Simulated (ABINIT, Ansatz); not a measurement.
# A GW chain in ABINIT: KCaCl3 (Pm-3m), part 2 of 2

Wanted: ground state, empty states, screening and self-energy for KCaCl3 (Pm-3m).

ABINIT 10.8.3; PBEsol and many-body steps on it, plane waves. Known limits of the many-body steps: not at the basis limit; coarse k mesh.

So far. Step 2 (Ground state): The gap is indirect, with the least direct gap 0.29 eV higher. Step 3 (Empty states on the mesh, 2×2×2 mesh, 300 bands): On this mesh the gap is 4.647 eV.

### Step 4. Screening, 2×2×2 mesh, 274 bands, screening to 176.9 eV

The RPA dielectric matrix is built and inverted for each q.

This step: RPA screening on PBEsol, plane waves, norm-conserving pseudopotentials.

run.abi

```
acell 3*1.0 Angstrom
rprim 
  5.393523000000 0.000000000000 0.000000000000
  0.000000000000 5.393523000000 0.000000000000
  0.000000000000 0.000000000000 5.393523000000
ntypat 3
znucl 19 20 17
natom 5
typat 1 2 3 3 3
xred 
  0.000000000000 0.000000000000 0.000000000000
  0.500000000000 0.500000000000 0.500000000000
  0.000000000000 0.500000000000 0.500000000000
  0.500000000000 0.000000000000 0.500000000000
  0.500000000000 0.500000000000 0.000000000000
pp_dirpath "pseudos"
pseudos "K.upf, Ca.upf, Cl.upf"
ecut 33
ngkpt 2 2 2
nshiftk 1
shiftk 0 0 0
kptopt 1
chksymbreak 0
istwfk *1
occopt 1
irdwfk 1
optdriver 3
nband 274
ecuteps 6.5
inclvkb 2
awtr 1
symchi 1
indata_prefix "in"
outdata_prefix "out"
tmpdata_prefix "tmp"
```

Run with:

```
$ OMP_NUM_THREADS=1 mpirun -n 4 abinit run.abi > log
```

Numbers of over 12 decimals in the logs are rounded to 6 here.

The program printed:

```text
.Version 10.8.3 of ABINIT. v10.8.2 released Aug 2026.

 Symmetries : space group Pm -3 m (#221); Bravais cP (primitive cubic)
[... echo of the input left out ...]
== DATASET  1 ==================================================================
-   mpi_nproc: 4, omp_nthreads: 1 (-1 if OMP is not activated)

--- !DatasetInfo
iteration_state: {dtset: 1, }
dimensions: {natom: 5, nkpt: 4, mband: 274, nsppol: 1, nspinor: 1, nspden: 1, mpw: 9627, }
cutoff_energies: {ecut:  33.0, pawecutdg:  -1.0, }
electrons: {nelect:   4.00000000E+01, charge:   0.00000000E+00, occopt:   1.00000000E+00, tsmear:   1.00000000E-02, }

 SCREENING: Calculation of the susceptibility and dielectric matrices

 Based on a program developped by R.W. Godby, V. Olevano, G. Onida, and L. Reining.
 Incorporated in ABINIT by V. Olevano, G.-M. Rignanese, and M. Torrent.
.Using double precision arithmetic ; gwpc =  8

[... cell and pseudopotentials left out ...]
--------------------------------------------------------------------------------

 ==== K-mesh for the wavefunctions ====
 Number of points in the irreducible wedge :     4
[... list of points left out ...]
 Together with 48 symmetry operations and time-reversal symmetry
 yields     8 points in the full Brillouin Zone.

 ==== Q-mesh for the screening function ====
 Number of points in the irreducible wedge :     4
[... list of points left out ...]
 Together with 48 symmetry operations and time-reversal symmetry
 yields     8 points in the full Brillouin Zone.

 setmesh: FFT mesh size selected  =    40x   40x   40
          total number of points  =        64000

 vcoul_init : cutoff-mode = AUXILIARY_FUNCTION
 q-points for optical limit:   1
     1)      0.000010    0.000020    0.000030

- screening: taking advantage of time-reversal symmetry
- Maximum band index for partially occupied states nbvw = 20
- Remaining bands to be divided among processors   nbcw = 254
- Number of bands treated by each node ~63

 Number of electrons calculated from density =   40.0000; Expected =   40.0000
 average of density, n =  0.037779
 r_s =    1.8488
 omega_plasma =   18.7490 [eV]

 calculating chi0 at frequencies [eV] :
  1    0.000000E+00    0.000000E+00
  2    0.000000E+00    1.874902E+01

--------------------------------------------------------------------------------
  q-point number  1        q = ( 0.000000, 0.000000, 0.000000) [r.l.u.]
--------------------------------------------------------------------------------
[... chi0 elements left out ...]
 For q-point:  0.000010 0.000020 0.000030
  dielectric constant =   2.5516
  dielectric constant without local fields =   2.9993

  Average fulfillment of the sum rule on Im[epsilon] for q-point    1 :     72.65  [%]
[... wings left out ...]
  q-point number  2        q = ( 0.500000, 0.000000, 0.000000) [r.l.u.]
--------------------------------------------------------------------------------
[... chi0 elements left out ...]
  Average fulfillment of the sum rule on Im[epsilon] for q-point    2 :     75.63  [%]

 [... 2 further q-points ...]
```

Elapsed: 2.8 min, on 4 MPI ranks of Arm Neoverse N1, shared host; peak memory 2.1 GiB; 11 min of CPU time.

Numbers from this step:

```yaml
eps_infinity_with_local_fields_on_this_mesh_along_the_program_s_q_direction: 2.552
the_same_without_local_fields: 2.999
plasma_frequency: 18.75 eV
plane_waves_in_the_screening_matrix: 847
```

Local fields lower ε∞ by 15 %. On a Γ-centred mesh this coarse the value itself is usually too large, while a short band sum pulls it down.

### Step 5. Self-energy, 2×2×2 mesh, 274 bands, screening to 176.9 eV

The self-energy is evaluated for the states that the input lists, and the levels follow from it, in one-shot runs by the linearised quasiparticle equation.

This step: G0W0 on PBEsol, plane waves, norm-conserving pseudopotentials.

run.abi: that of step 4 with these lines changed.

```diff
@@ -26,8 +26,17 @@
 irdwfk 1
-optdriver 3
+optdriver 4
 nband 274
+gwcalctyp 0
+ecutsigx 33
+symsigma 1
+nkptgw 2
+kptgw 
+  0.5000000000 0.5000000000 0.5000000000
+  0.0000000000 0.0000000000 0.0000000000
+bdgw 
+  18 24
+  18 24
 ecuteps 6.5
-inclvkb 2
-awtr 1
-symchi 1
+irdscr 1
+ppmodel 1
 indata_prefix "in"
```

The program printed:

```text
.Version 10.8.3 of ABINIT. v10.8.2 released Aug 2026.

 Symmetries : space group Pm -3 m (#221); Bravais cP (primitive cubic)
[... echo of the input left out ...]
== DATASET  1 ==================================================================
-   mpi_nproc: 4, omp_nthreads: 1 (-1 if OMP is not activated)

--- !DatasetInfo
iteration_state: {dtset: 1, }
dimensions: {natom: 5, nkpt: 4, mband: 274, nsppol: 1, nspinor: 1, nspden: 1, mpw: 9627, }
cutoff_energies: {ecut:  33.0, pawecutdg:  -1.0, }
electrons: {nelect:   4.00000000E+01, charge:   0.00000000E+00, occopt:   1.00000000E+00, tsmear:   1.00000000E-02, }

 SIGMA: Calculation of the GW corrections

 Based on a program developped by R.W. Godby, V. Olevano, G. Onida, and L. Reining.
 Incorporated in ABINIT by V. Olevano, G.-M. Rignanese, and M. Torrent.
.Using double precision arithmetic ; gwpc =  8

[... cell and pseudopotentials left out ...]
--------------------------------------------------------------------------------

 ==== K-mesh for the wavefunctions ====
 Number of points in the irreducible wedge :     4
[... list of points left out ...]
 Together with 48 symmetry operations and time-reversal symmetry
 yields     8 points in the full Brillouin Zone.

 ==== Q-mesh for screening function ====
 Number of points in the irreducible wedge :     4
[... list of points left out ...]
 Together with 48 symmetry operations and time-reversal symmetry
 yields     8 points in the full Brillouin Zone.

 vcoul_init : cutoff-mode = AUXILIARY_FUNCTION
 q-points for optical limit:   1
     1)      0.000010    0.000020    0.000030
 setmesh: FFT mesh size selected  =    54x   54x   54
          total number of points  =       157464

 Number of electrons calculated from density =   40.0000; Expected =   40.0000
 average of density, n =  0.037779
 r_s =    1.8488
 omega_plasma =   18.7490 [eV]

 === KS Band Gaps ===
  >>>> For spin  1
   Minimum direct gap =   4.9356 [eV], located at k-point      :   0.0000  0.0000  0.0000
   Fundamental gap    =   4.6466 [eV], Top of valence bands at :   0.5000  0.5000  0.5000
                                       Bottom of conduction at :   0.0000  0.0000  0.0000
 SIGMA fundamental parameters:
 PLASMON POLE MODEL  1
 number of plane-waves for SigmaX                 9627
 number of plane-waves for SigmaC and W            847
 number of plane-waves for wavefunctions          9627
 number of bands                                   274
 number of independent spin polarizations            1
 number of spinorial components                      1
 number of k-points in IBZ                           4
 number of q-points in IBZ                           4
 number of symmetry operations                      48
 number of k-points in BZ                            8
 number of q-points in BZ                            8
 number of frequencies for dSigma/dE                 9
 frequency step for dSigma/dE [eV]                0.25
 number of omega for Sigma on real axis              0
 max omega for Sigma on real axis  [eV]           0.00
 zcut for avoiding poles [eV]                     0.10

 EPSILON^-1 parameters (SCR file):
 dimension of the eps^-1 matrix on file            847
 dimension of the eps^-1 matrix used               847
 number of plane-waves for wavefunctions          9627
 number of bands                                   274
 number of q-points in IBZ                           4
 number of frequencies                               2
 number of real frequencies                          1
 number of imag frequencies                          1

 matrix elements of self-energy operator (all in [eV])

 Perturbative Calculation

--- !SelfEnergy_ee
iteration_state: {dtset: 1, }
kpoint     : [   0.500,    0.500,    0.500, ]
spin       : 1
KS_gap     :    6.260
QP_gap     :    8.975
Delta_QP_KS:    2.715
data: !SigmaeeData |
     Band     E0 <VxcDFT>   SigX SigC(E0)      Z dSigC/dE  Sig(E)    E-E0       E
       18  -0.113 -14.235 -18.503   2.089   0.801  -0.248 -15.981  -1.746  -1.859
       19  -0.113 -14.235 -18.503   2.089   0.801  -0.248 -15.981  -1.746  -1.859
       20  -0.113 -14.235 -18.503   2.089   0.801  -0.248 -15.981  -1.746  -1.859
       21   6.148  -6.512  -2.560  -2.838   0.869  -0.150  -5.543   0.968   7.116
       22   7.151  -8.334  -3.719  -2.997   0.859  -0.164  -6.945   1.389   8.540
       23   7.151  -8.334  -3.719  -2.997   0.859  -0.164  -6.945   1.389   8.540
       24   7.151  -8.334  -3.719  -2.997   0.859  -0.164  -6.945   1.389   8.540

--- !SelfEnergy_ee
iteration_state: {dtset: 1, }
kpoint     : [   0.000,    0.000,    0.000, ]
spin       : 1
KS_gap     :    4.936
QP_gap     :    7.514
Delta_QP_KS:    2.578
data: !SigmaeeData |
     Band     E0 <VxcDFT>   SigX SigC(E0)      Z dSigC/dE  Sig(E)    E-E0       E
       18  -0.402 -14.256 -18.546   2.105   0.802  -0.247 -16.008  -1.752  -2.154
       19  -0.402 -14.256 -18.546   2.105   0.802  -0.247 -16.008  -1.752  -2.154
       20  -0.402 -14.256 -18.546   2.105   0.802  -0.247 -16.008  -1.752  -2.154
       21   4.534  -6.780  -2.943  -2.884   0.866  -0.154  -5.954   0.826   5.359
       22   5.431 -11.616  -5.726  -3.390   0.838  -0.193  -9.520   2.096   7.527
       23   5.431 -11.616  -5.726  -3.390   0.838  -0.193  -9.520   2.096   7.527
       24   5.431 -11.616  -5.726  -3.390   0.838  -0.193  -9.520   2.096   7.527

== END DATASET(S) ==============================================================
================================================================================

 -outvars: echo values of variables after computation  --------
           etotal      0.0000000000E+00
            nband         274
             nkpt           4
          spgroup         221
 [... the other variables as echoed above ...]

 Calculation completed.
```

Run time: 3.8 min. Hardware: 4 MPI ranks; peak memory 2.6 GiB; 15 min of CPU time.

Numbers from this step:

```yaml
g0w0_gap_on_the_points_computed: 7.218 eV
starting_gap_on_the_mesh: 4.647 eV
k_of_the_valence_top: 0.5, 0.5, 0.5
k_of_the_conduction_bottom: 0, 0, 0
z_at_the_valence_top: 0.801
z_at_the_conduction_bottom: 0.866
least_direct_g0w0_gap_on_the_computed_points: 7.513 eV
```

The gap on the mesh goes from 4.65 eV to 7.22 eV, a correction of +2.57 eV.

Limits: finite bands, cutoff and mesh; coarse k mesh. v1 is the top filled band, c1 the lowest empty one. Levels before and after the correction, in eV, zero at the valence-band top of each column:

```csv
,conduction bottom,valence top
Kohn-Sham,4.65,0.00
G0W0,7.22,0.00
```

```csv
,level,energy (eV)
Kohn-Sham,(0.5 0.5 0.5) v3-v1,0.000
Kohn-Sham,(0.5 0.5 0.5) c1,6.261
Kohn-Sham,(0.5 0.5 0.5) c2-c4,7.264
Kohn-Sham,Γ v3-v1,-0.289
Kohn-Sham,Γ c1,4.647
Kohn-Sham,Γ c2-c4,5.544
G0W0,(0.5 0.5 0.5) v3-v1,0.000
G0W0,(0.5 0.5 0.5) c1,8.975
G0W0,(0.5 0.5 0.5) c2-c4,10.399
G0W0,Γ v3-v1,-0.295
G0W0,Γ c1,7.218
G0W0,Γ c2-c4,9.386
```

### Step 6. Where the time went

Times are wall times on 4 MPI ranks of Arm Neoverse N1, shared host, good to a factor of about two.

```csv
step,time,share,memory (GiB)
ground state,57 s,8 %,0.41
empty states on the mesh,4 min,35 %,0.55
screening,2.8 min,24 %,2.1
self-energy,3.8 min,33 %,2.6
```

### Step 7. What came out

| Quantity | Value |
| --- | --- |
| PBEsol gap | 4.65 eV, indirect |
| G0W0 gap on the mesh | 7.22 eV |
| GW settings | 2×2×2 mesh, 274 bands, screening to 176.9 eV, Godby-Needs plasmon pole |
| known limits | not at the basis limit; coarse k mesh |

What this shows: G0W0 moves the gap on the mesh from 4.65 eV to 7.22 eV (+2.57 eV), with Z of 0.80 and 0.87 at the edges. Local fields lower the RPA ε∞ on this mesh from 3.00 to 2.55; a Γ-centred mesh this coarse tends to raise both, most where the direct gap is narrow, while a short band sum lowers them. Only 2 of the mesh's irreducible points were corrected, so a valley elsewhere could overtake. Bands and cutoff are finite, so the gap is not at the basis limit. The miss can reach some tenths of an eV and take either sign; the mesh is an error of its own. In the G0W0 run levels were corrected at 2 k points alone, so a gap called «on the mesh» is the least over those, and an edge elsewhere would be missed. The 2×2×2 mesh is coarse for this cell, which bears on the long-range parts of exchange and screening. This is the ideal cubic cell; many perovskites, halides above all, are cubic only on average, and local tilts or off-centring can widen the gap.

[Paths, hosts, dates, memory and timing lines, banners, echoed tables and standing remarks are left out of the program output.]

[Logs are printed without paths, hosts, clocks, repeated set-up lines and the standing remarks that a program may print on its own settings, such as how far it seeks lower states.]

[Runs of the session that timed out or met a known fault of the program may be left out.]

[Hosts, paths, dates, database ids (printed as entryN), source tags and the programs' standing remarks are cut or masked in the printed files.]

[G0W0 gaps are taken among the corrected bands and points alone; a level outside them can change the order at an edge.]

[Where Ansatz stands beside ABINIT at settings called matched, ABINIT's density can come from a denser mesh and the files from another edition; pairs whose starting gaps differed by over 0.03 eV were left out, so agreement reads better than it is.]
